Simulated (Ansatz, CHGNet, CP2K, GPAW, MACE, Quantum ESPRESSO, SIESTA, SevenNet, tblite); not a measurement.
# Quantum ESPRESSO runs on liquid methanol at 300 K (108 atoms)

How do the settings of Quantum ESPRESSO change the result for liquid methanol at 300 K (108 atoms)? A plane-wave run serves as the yardstick.

Main program and level: Quantum ESPRESSO 7.5; the method is named at each step.

**1. Set-up**

The cell holds 108 atoms: 18 C, 18 O and 72 H. Its edges and angles: a = 10.663 Å, b = 10.663 Å, c = 10.663 Å, α = 90.0°, β = 90.0°, γ = 90.0°. 18 methanol placed at random, at 0.79 g/cm³; overlaps pushed apart, then 10 ps at 450 K with MMFF94 bonds, angles, torsions, charges and radii (Halgren, J. Comput. Chem. 17, 490 (1996)) in harmonic and 12-6 forms. Snapshot after 20 ps at 300 K and fixed volume. Then every atom was moved at random, 0.02 Å r.m.s. a Cartesian component (hydrogen 0.6 of that).

The yardstick, on the same geometry:

| Quantity | Value |
| --- | --- |
| method | Kohn-Sham DFT, PBE, PAW, plane waves (Ansatz 0.2.0); cutoff 420 eV, Γ point, fermi-dirac smearing of 0.05 eV; PAW set soft_2 |
| r.m.s. force component | 1.155 eV/Å |
| longest force | 5.025 eV/Å |
| pressure | 2.332 GPa |
| gap (highest filled to lowest empty level) | 4.195 eV |
| SCF cycles | 10 |
| time | 5.3 s on 8 threads of Arm Neoverse V2, shared host |
| CPU time | 37 s |

**2. PBE, sssp-1.3.0-efficiency, 60/480 Ry**

Method: Kohn-Sham DFT, PBE, SSSP efficiency 1.3.0 pseudopotentials, plane waves.

pw.in

```
&control
  calculation = 'scf'
  pseudo_dir = './pseudo'
  outdir = './tmp'
  disk_io = 'none'
  tprnfor = .true.
  tstress = .true.
/
&system
  ibrav = 0
  nat = 108
  ntyp = 3
  ecutwfc = 60
  ecutrho = 480
  nosym = .true.
  occupations = 'smearing'
  smearing = 'fd'
  degauss = 0.003675
/
&electrons
  conv_thr = 5.4e-07
  electron_maxstep = 100
  mixing_beta = 0.4
  mixing_mode = 'plain'
  diagonalization = 'david'
/
ATOMIC_SPECIES
C 12.011 C.upf
O 15.999 O.upf
H 1.008 H.upf
CELL_PARAMETERS angstrom
10.66280 0.00000 0.00000
0.00000 10.66280 0.00000
0.00000 0.00000 10.66280
ATOMIC_POSITIONS crystal
C 0.37112 0.14711 0.57603
O 0.36795 0.02490 0.62481
H 0.46717 0.17486 0.56835
H 0.31378 0.14273 0.49084
H 0.32042 0.20284 0.64599
H 0.38337 0.96401 0.55713
C 0.19325 0.71964 0.60556
O 0.17482 0.76650 0.47931
H 0.26761 0.65526 0.60922
H 0.22718 0.80365 0.65089
H 0.11316 0.68505 0.65119
H 0.25912 0.80321 0.45269
C 0.55610 0.42794 0.77475
O 0.46466 0.45396 0.68665
H 0.64939 0.44717 0.73264
H 0.54365 0.49549 0.85520
H 0.56515 0.32719 0.80546
H 0.39743 0.48177 0.73501
C 0.24211 0.13727 0.19974
O 0.36550 0.18047 0.19261
H 0.23784 0.08616 0.29359
H 0.18097 0.22582 0.20581
H 0.22637 0.07552 0.11713
H 0.41902 0.10832 0.17742
C 0.75379 0.82936 0.11320
O 0.78823 0.95284 0.15287
H 0.65693 0.82687 0.08909
H 0.80235 0.80603 0.02449
H 0.77762 0.76436 0.18916
H 0.75907 0.97211 0.24297
C 0.52120 0.81748 0.52314
O 0.41112 0.85004 0.45570
H 0.54407 0.71519 0.49574
H 0.59285 0.88509 0.49975
H 0.50724 0.81676 0.62487
H 0.44141 0.82638 0.36913
C 0.89440 0.21439 0.65966
O 0.82524 0.11099 0.67118
H 0.88085 0.25426 0.55823
H 0.84995 0.28324 0.72587
H 0.99534 0.20879 0.68704
H 0.85562 0.06281 0.74135
C 0.39040 0.71027 0.15638
O 0.47066 0.80040 0.20016
H 0.35509 0.73327 0.05964
H 0.44320 0.62404 0.15055
H 0.31373 0.69652 0.22601
H 0.50008 0.84477 0.12762
C 0.51514 0.47185 0.34581
O 0.58470 0.43850 0.45036
H 0.47278 0.56141 0.35781
H 0.58916 0.46933 0.26871
H 0.45203 0.39182 0.32928
H 0.52760 0.43926 0.51955
C 0.15367 0.01620 0.85293
O 0.27218 0.06662 0.85895
[... 48 atom lines left out ...]
H 0.01559 0.95079 0.26528
H 0.17169 0.87749 0.22931
H 0.03582 0.87358 0.13839
H 0.05661 0.75074 0.37154
K_POINTS gamma
```

On the command line:

```
$ OMP_NUM_THREADS=1 mpirun -np 2 pw.x -in pw.in > output.txt
```

What it wrote:

```text
Program PWSCF
     gamma-point specific algorithms are used
     Parallelization info
     sticks:   dense  smooth     PW     G-vecs:    dense   smooth      PW
     Min        7765    3883    967               726364   256741   32114
     Max        7768    3886    974               726365   256742   32115
     Sum       15533    7769   1941              1452729   513483   64229
     bravais-lattice index     =            0
     lattice parameter (alat)  =      20.1498  a.u.
     unit-cell volume          =    8181.0753 (a.u.)^3
     number of atoms/cell      =          108
     number of atomic types    =            3
     number of electrons       =       252.00
     number of Kohn-Sham states=          151
     kinetic-energy cutoff     =      60.0000  Ry
     charge density cutoff     =     480.0000  Ry
     scf convergence threshold =      5.4E-07
     mixing beta               =       0.4000
     number of iterations used =            8  plain     mixing
     Exchange-correlation= PBE
                           (   1   4   3   4   0   0   0)
     crystal axes: (cart. coord. in units of alat)
               a(1) = (   1.000000   0.000000   0.000000 )
               a(2) = (   0.000000   1.000000   0.000000 )
               a(3) = (   0.000000   0.000000   1.000000 )
     reciprocal axes: (cart. coord. in units 2 pi/alat)
               b(1) = (  1.000000  0.000000  0.000000 )
               b(2) = (  0.000000  1.000000  0.000000 )
               b(3) = (  0.000000  0.000000  1.000000 )
     PseudoPot. # 1 for C :
     Pseudo is Projector augmented-wave + core cor, Zval =  4.0
     PseudoPot. # 2 for O :
     Pseudo is Projector augmented-wave + core cor, Zval =  6.0
     PseudoPot. # 3 for H :
     Pseudo is Ultrasoft, Zval =  1.0
     atomic species   valence    mass     pseudopotential
     C                 4.00    12.01100     C ( 1.00)
     O                 6.00    15.99900     O ( 1.00)
     H                 1.00     1.00800     H ( 1.00)
     No symmetry found
   Cartesian axes
     number of k points=     1  Fermi-Dirac smearing, width (Ry)=  0.0037
                       cart. coord. in units 2pi/alat
        k(    1) = (   0.0000000   0.0000000   0.0000000), wk =   2.0000000
     Dense  grid:   726365 G-vectors     FFT dimensions: ( 144, 144, 144)
     Smooth grid:   256742 G-vectors     FFT dimensions: ( 100, 100, 100)
     Check: negative core charge=   -0.000001
     Initial potential from superposition of free atoms
     starting charge     251.9985, renormalised to     252.0000
     Starting wfcs are  216 randomized atomic wfcs
     Self-consistent Calculation
     iteration #  1     ecut=    60.00 Ry     beta= 0.40
     total energy              =   -1165.60079470 Ry
     estimated scf accuracy    <      10.58034967 Ry
     iteration #  2     ecut=    60.00 Ry     beta= 0.40
     total energy              =   -1166.60911403 Ry
     estimated scf accuracy    <       1.16386810 Ry
     iteration #  3     ecut=    60.00 Ry     beta= 0.40
     total energy              =   -1166.62597319 Ry
     estimated scf accuracy    <       0.26983203 Ry
     iteration #  4     ecut=    60.00 Ry     beta= 0.40
     total energy              =   -1166.63399392 Ry
     estimated scf accuracy    <       0.01941111 Ry
     iteration #  5     ecut=    60.00 Ry     beta= 0.40
     total energy              =   -1166.63686277 Ry
     estimated scf accuracy    <       0.00141324 Ry
     iteration #  6     ecut=    60.00 Ry     beta= 0.40
     total energy              =   -1166.63709938 Ry
     estimated scf accuracy    <       0.00019787 Ry
     iteration #  7     ecut=    60.00 Ry     beta= 0.40
     total energy              =   -1166.63712903 Ry
     estimated scf accuracy    <       0.00001205 Ry
     iteration #  8     ecut=    60.00 Ry     beta= 0.40
     total energy              =   -1166.63713115 Ry
     estimated scf accuracy    <       0.00000214 Ry
     iteration #  9     ecut=    60.00 Ry     beta= 0.40
     End of self-consistent calculation
          k = 0.0000 0.0000 0.0000 ( 32115 PWs)   bands (ev):
   -23.1826 -22.9382 -22.6998 -22.6661 -22.6083 -22.4609 -22.2177 -21.9223
   -21.8186 -21.6919 -21.5970 -21.3942 -21.3700 -21.3399 -21.0115 -20.8210
   -20.8121 -20.7553 -13.6677 -13.5661 -13.4057 -13.3517 -13.2551 -13.2460
   -13.1756 -13.1072 -13.0872 -13.0516 -12.9171 -12.9046 -12.8283 -12.8062
   -12.7122 -12.6362 -12.6254 -12.3573 -10.2868  -9.6673  -9.6091  -9.4394
    -9.4235  -9.2615  -9.0714  -9.0132  -8.9626  -8.9137  -8.7550  -8.6210
    -8.5799  -8.5351  -8.5051  -8.1804  -8.0812  -8.0459  -7.8441  -7.6634
    -7.5883  -7.5089  -7.4717  -7.4412  -7.4110  -7.3588  -7.3411  -7.2521
    -7.1536  -7.1175  -7.0800  -7.0082  -6.9950  -6.9625  -6.9119  -6.8680
    -6.8227  -6.8094  -6.7514  -6.7169  -6.6489  -6.5844  -6.5250  -6.4789
    -6.4221  -6.4019  -6.3550  -6.3175  -6.2999  -6.2940  -6.2386  -6.1822
    -6.0668  -5.8659  -5.4975  -5.0355  -4.9688  -4.9125  -4.7985  -4.6968
    -4.6216  -4.5645  -4.5060  -4.3285  -4.2226  -4.1613  -3.9983  -3.8907
    -3.7311  -3.6600  -3.6086  -3.5949  -3.1977  -3.1267  -2.9926  -2.8541
    -2.8118  -2.7834  -2.6560  -2.5941  -2.5145  -2.4577  -2.4098  -2.3866
    -2.3771  -2.2894  -2.1295  -2.0802  -1.9997  -1.7556   2.4363   2.9342
     3.1268   3.1987   3.3810   3.4450   3.6501   3.7225   3.8496   4.0532
     4.1349   4.2288   4.2772   4.2910   4.3642   4.5017   4.5997   4.6721
     4.7526   4.8812   4.9886   5.0837   5.1136   5.2165   5.3926
     the Fermi energy is     0.3472 ev
!    total energy              =   -1166.63713155 Ry
     estimated scf accuracy    <       0.00000018 Ry
     smearing contrib. (-TS)   =       0.00000000 Ry
     internal energy E=F+TS    =   -1166.63713155 Ry
     The total energy is F=E-TS. E is the sum of the following terms:
     one-electron contribution =    -982.62361742 Ry
     hartree contribution      =     567.18972884 Ry
     xc contribution           =    -269.36115883 Ry
     ewald contribution        =    -199.80750317 Ry
     one-center paw contrib.   =    -282.03458096 Ry
     convergence has been achieved in   9 iterations
     Forces acting on atoms (cartesian axes, Ry/au):
     atom    1 type  1   force =    -0.05542865   -0.01288070    0.00705360
     atom    2 type  2   force =     0.00276651   -0.04983131    0.03713773
     atom    3 type  3   force =     0.02934508    0.03219417   -0.02215326
     atom    4 type  3   force =     0.01536553    0.03089793   -0.01763458
     atom    5 type  3   force =     0.00738864    0.02295218   -0.00727021
     atom    6 type  3   force =    -0.01076532    0.01277024    0.00270462
     atom    7 type  1   force =     0.04065952    0.09758302   -0.04744735
     atom    8 type  2   force =     0.01287796   -0.01279546   -0.01824481
     atom    9 type  3   force =     0.04494906   -0.05960100   -0.00088976
     atom   10 type  3   force =     0.00177770    0.01086801    0.04697502
     atom   11 type  3   force =    -0.06119897   -0.02018062    0.00949408
     atom   12 type  3   force =    -0.05038377   -0.02735819    0.02706368
[...]
atom  104 type  2   force =     0.02437940   -0.02528126    0.04840919
     atom  105 type  3   force =     0.03174789   -0.00189570    0.02473048
     atom  106 type  3   force =    -0.03082921   -0.00941521    0.01675181
     atom  107 type  3   force =    -0.01348163   -0.02001645   -0.08717429
     atom  108 type  3   force =    -0.01279912    0.00300743   -0.04397119
     Total force =     0.813963     Total SCF correction =     0.000907
     Computing stress (Cartesian axis) and pressure
          total   stress  (Ry/bohr**3)                   (kbar)     P=       23.03
   0.00022504   0.00003970   0.00013837           33.10        5.84       20.36
   0.00003970   0.00015272  -0.00006218            5.84       22.47       -9.15
   0.00013837  -0.00006218   0.00009193           20.36       -9.15       13.52
     Message from routine punch:
     Nothing written, as per user request (disk_io='none')
```

It took 95 s on 2 MPI ranks of Arm Neoverse V2, shared host; peak memory 3 GiB; 3.2 min of CPU time.

Banners, paths, timers and routine set-up lines are dropped from the logs unmarked, and long logs keep their key lines alone; longer cuts are marked.

Against the reference:

| Quantity | Value |
| --- | --- |
| r.m.s. force component | 1.163 eV/Å |
| r.m.s. difference of force components | 21.63 meV/Å |
| longest difference of force vectors | 106.9 meV/Å |
| force difference over r.m.s. force | 1.872 % |
| slope of forces against the reference's | 1.006 |
| correlation of force components | 0.9999 |
| gap (highest filled to lowest empty level) | 4.192 eV |
| gap difference | -0.0031 eV |
| pressure | 2.303 GPa |
| pressure difference | -0.0288 GPa |

Length of the force difference by element (eV/Å):

```csv
element,atoms,mean,most
C,18,0.054,0.075
H,72,0.018,0.11
O,18,0.052,0.080
```

Levels nearest the highest filled one (eV from it): -0.90, -0.84, -0.76, -0.70, -0.65, -0.63, -0.62, -0.53, -0.37, -0.32, -0.24, 0.00, 4.19, 4.69, 4.88, 4.95, 5.14, 5.20, 5.41, 5.48, 5.61, 5.81, 5.89, 5.98.

Local excerpt of 9 atoms (numbers count through the whole input) about H27, picked at random; x, y, z are measured from there.

```csv
atom,x,y,z,distance (Å),bonds,Fx,Fy,Fz (eV/Å)
H27,0.00,0.00,0.00,0.00,1,-1.08,-0.24,-0.07
C25,1.03,0.03,0.26,1.06,4,0.92,0.20,0.33
H28,1.55,-0.22,-0.69,1.71,1,0.34,0.17,0.44
H48,-1.67,0.19,0.41,1.73,1,0.25,0.96,-0.30
H29,1.29,-0.67,1.07,1.80,1,-0.06,-0.38,-0.27
O26,1.40,1.34,0.68,2.06,2,-0.51,0.86,1.60
O44,-1.99,-0.28,1.18,2.33,2,0.82,1.60,1.37
H30,1.09,1.55,1.64,2.51,1,0.66,-0.73,-1.93
H77,-0.13,1.75,-1.80,2.52,1,1.89,-1.28,0.15
```

Forces lie 1.9 % from the reference's, at 5.1 times its CPU time (on 2 against 8 cores).

**3. PBE, sg15-1.2, 60/240 Ry**

Method: Kohn-Sham DFT, PBE, SG15 1.2 norm-conserving pseudopotentials, plane waves.

The pseudopotential files are exchanged too: ./pseudo now holds the set sg15-pbe-1.2.

Changes to pw.in since step 2:

```diff
@@ -13,3 +13,3 @@
   ecutwfc = 60
-  ecutrho = 480
+  ecutrho = 240
   nosym = .true.
```

What it wrote:

```text
[banner, memory and clock lines left out]
Program PWSCF
     gamma-point specific algorithms are used
     bravais-lattice index     =            0
     lattice parameter (alat)  =      20.1498  a.u.
     unit-cell volume          =    8181.0753 (a.u.)^3
     number of atoms/cell      =          108
     number of atomic types    =            3
     number of electrons       =       252.00
     number of Kohn-Sham states=          151
     kinetic-energy cutoff     =      60.0000  Ry
[... lines left out ...]
     scf convergence threshold =      5.4E-07
[... lines left out ...]
     number of k points=     1  Fermi-Dirac smearing, width (Ry)=  0.0037
[... lines left out ...]
     total energy              =    -863.80553253 Ry
[... lines left out ...]
     total energy              =    -864.40708425 Ry
[... lines left out ...]
     total energy              =    -864.51789853 Ry
[... lines left out ...]
     total energy              =    -864.54404042 Ry
[... lines left out ...]
     total energy              =    -864.54404584 Ry
[... lines left out ...]
   -23.1960 -22.9508 -22.7063 -22.6726 -22.6145 -22.4693 -22.2255 -21.9303
   -21.8340 -21.7031 -21.6088 -21.4001 -21.3817 -21.3517 -21.0241 -20.8337
   -20.8244 -20.7692 -13.6687 -13.5686 -13.4030 -13.3514 -13.2553 -13.2468
[...]
3.1265   3.1993   3.3812   3.4456   3.6492   3.7230   3.8489   4.0518
     4.1355   4.2269   4.2770   4.2908   4.3645   4.5011   4.5982   4.6725
     4.7532   4.8793   4.9892   5.0829   5.1123   5.2164   5.3952
     the Fermi energy is     0.3469 ev
!    total energy              =    -864.54404640 Ry
     estimated scf accuracy    <       0.00000012 Ry
     smearing contrib. (-TS)   =       0.00000000 Ry
     internal energy E=F+TS    =    -864.54404640 Ry
     The total energy is F=E-TS. E is the sum of the following terms:
     one-electron contribution =    -988.95863720 Ry
     hartree contribution      =     565.81718980 Ry
     xc contribution           =    -241.59509435 Ry
     ewald contribution        =    -199.80750466 Ry
     convergence has been achieved in   9 iterations
     Forces acting on atoms (cartesian axes, Ry/au):
     atom    1 type  1   force =    -0.05545926   -0.01520257    0.00839684
     atom    2 type  2   force =     0.00252252   -0.04907615    0.03272513
     atom    3 type  3   force =     0.02789308    0.03152449   -0.02194949
[...]
atom  107 type  3   force =    -0.01280251   -0.02032799   -0.08506484
     atom  108 type  3   force =    -0.01372902    0.00348187   -0.04677507
     Total force =     0.802602     Total SCF correction =     0.000547
     Computing stress (Cartesian axis) and pressure
          total   stress  (Ry/bohr**3)                   (kbar)     P=      -24.97
  -0.00010304   0.00004186   0.00013753          -15.16        6.16       20.23
   0.00004186  -0.00017368  -0.00006672            6.16      -25.55       -9.82
   0.00013753  -0.00006672  -0.00023249           20.23       -9.82      -34.20
     Message from routine punch:
     Nothing written, as per user request (disk_io='none')
```

Run time: 62 s. Hardware: 2 MPI ranks; peak memory 0.87 GiB.

Numbers from this run, and their distance from the reference:

- r.m.s. force component: 1.146 eV/Å
- r.m.s. difference of force components: 35.38 meV/Å
- longest difference of force vectors: 147.9 meV/Å
- force difference over r.m.s. force: 3.062 %
- slope of forces against the reference's: 0.9918
- correlation of force components: 0.9996
- gap (highest filled to lowest empty level): 4.199 eV
- gap difference: 0.0043 eV
- pressure: -2.497 GPa
- pressure difference: -4.829 GPa

This is a coarse setting, run to see what it loses.

Against the first run (1.9 %), the force difference from the reference is 3.1 %, at 0.65 times the CPU time.

The difference per atom is largest on O (0.10 eV/Å on average, against 0.038 on H).

**4. Side by side**

Differences are against the plane-wave reference, forces as r.m.s. over components; share is that over the reference's r.m.s. force, slope the least-squares factor from reference forces to these. Total energies of different programs have different zeros and aren't compared.

```csv
run,"Δ force, r.m.s. (meV/Å)",share (%),slope,Δ pressure (GPa),Δ gap (eV),cores,CPU time,memory (GiB)
reference,-,-,-,-,-,8,37 s,1.2
"QE PBE, sssp-1.3.0-efficiency, 60/480 Ry",21.6,1.87,1.006,-0.0288,-0.0031,2,3.2 min,3.0
"QE PBE, sg15-1.2, 60/240 Ry (coarse)",35.4,3.06,0.992,-4.83,0.0043,2,2.1 min,0.87
```

Rows marked coarse were listed beforehand as settings not expected to be converged; some can still land near the reference.

CPU time is summed over cores on a shared host, where runs went side by side, so it is rough. Symmetry, cutoffs, thresholds, outputs and thread counts weren't matched or tuned between programs; memory under MPI is the largest rank's times the ranks.

**5. Outcome**

| Property | Result |
| --- | --- |
| nearest in forces | QE PBE, sssp-1.3.0-efficiency, 60/480 Ry, 1.9 % |
| its CPU time | 3.2 min |

In words: PBE on plane waves or a grid with other potentials, cutoffs or grids, coarse settings apart, differs from the reference by 1.9 % (QE PBE, sssp-1.3.0-efficiency, 60/480 Ry) of the r.m.s. force; this holds the reference's own error, so differences of a few per cent don't tell which side is nearer the exact PBE result (QE's 60 Ry are 816 eV, against the reference's 420 eV). Runs with settings chosen to be coarse differ by 3.1 % (QE PBE, sg15-1.2, 60/240 Ry), their programs' other errors included. None of the electronic-structure runs in the table takes under half the reference's CPU time of 37 s; they take 3.3 to 5.1 times as much. PBE gaps agree with the reference's 4.20 eV within 0.005 eV. In pressure, QE PBE, sg15-1.2, 60/240 Ry misses by -4.8 GPa, at the same functional; a cutoff this low leaves a large Pulay stress. The network of contacts between molecules at the start is that of the classical potential that made the cell, and needn't be the one that DFT or experiment would give. The reference's PBE has no dispersion term, which matters for the binding between molecules or layers. The electronic-structure runs sample only Γ, in a cell whose shortest periodic width is 11 Å.

[Also dropped from logs without a mark: logging warnings of Python, and SIESTA's first energy breakdown and zero terms.]

[Logs are printed without paths, hosts, clocks, repeated set-up lines and the standing remarks that a program may print on its own settings, such as how far it seeks lower states.]

[Hosts, paths, dates, database ids (printed as entryN), source tags and the programs' standing remarks are cut or masked in the printed files.]

[The MMFF94 radii named for the starting cell were scaled by 0.96; in molecules described by MMFF94, hydrogen bound to N, O or S took a small fixed 12-6 site in their place.]
